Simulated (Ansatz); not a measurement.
In doubt: masses and optical values from hybrid runs of this build are listed as unsure, which bears on the screening that GW takes from such a start.

Rows from a G0W0 calculation on InGaAs2 (zincblende [001] superlattice) (Ansatz 0.2.0; G0W0 on HSE06, plane waves, PAW; 4×4×2 mesh, 516 empty bands, screening to 84 eV), in eV. Spin-orbit coupling is left out.

| row | Σx | Σc | Vxc | Z |
| --- | --- | --- | --- | --- |
| A | -6.75 | -3.58 | -10.25 | 0.79 |
| B | -16.75 | 1.21 | -15.50 | 0.78 |
| C | -11.13 | -3.26 | -14.62 | 0.80 |
| D | -7.51 | -3.56 | -11.05 | 0.79 |
| E | -16.75 | 1.21 | -15.50 | 0.78 |
| F | -16.25 | 0.85 | -15.38 | 0.79 |

Question: Which rows are filled states and which are empty ones, and how can one tell?

Filled: B, E and F. Empty: A, C and D. The sign of Σc tells: for a filled state bare exchange, which holds its interaction with itself, lies below Vxc (Σx − Vxc is -0.9 eV or lower here) and screening gives part back as a positive Σc. For an empty state Σx lies above Vxc (+3.5 eV or more) and the Coulomb hole leaves Σc negative.

[Runs of the session that timed out or met a known fault of the program may be left out.]

[Cells called generated may have been cut or substituted from an entry of the Crystallography Open Database or the Materials Project.]

[Hosts, paths, dates, database ids (printed as entryN), source tags and the programs' standing remarks are cut or masked in the printed files.]
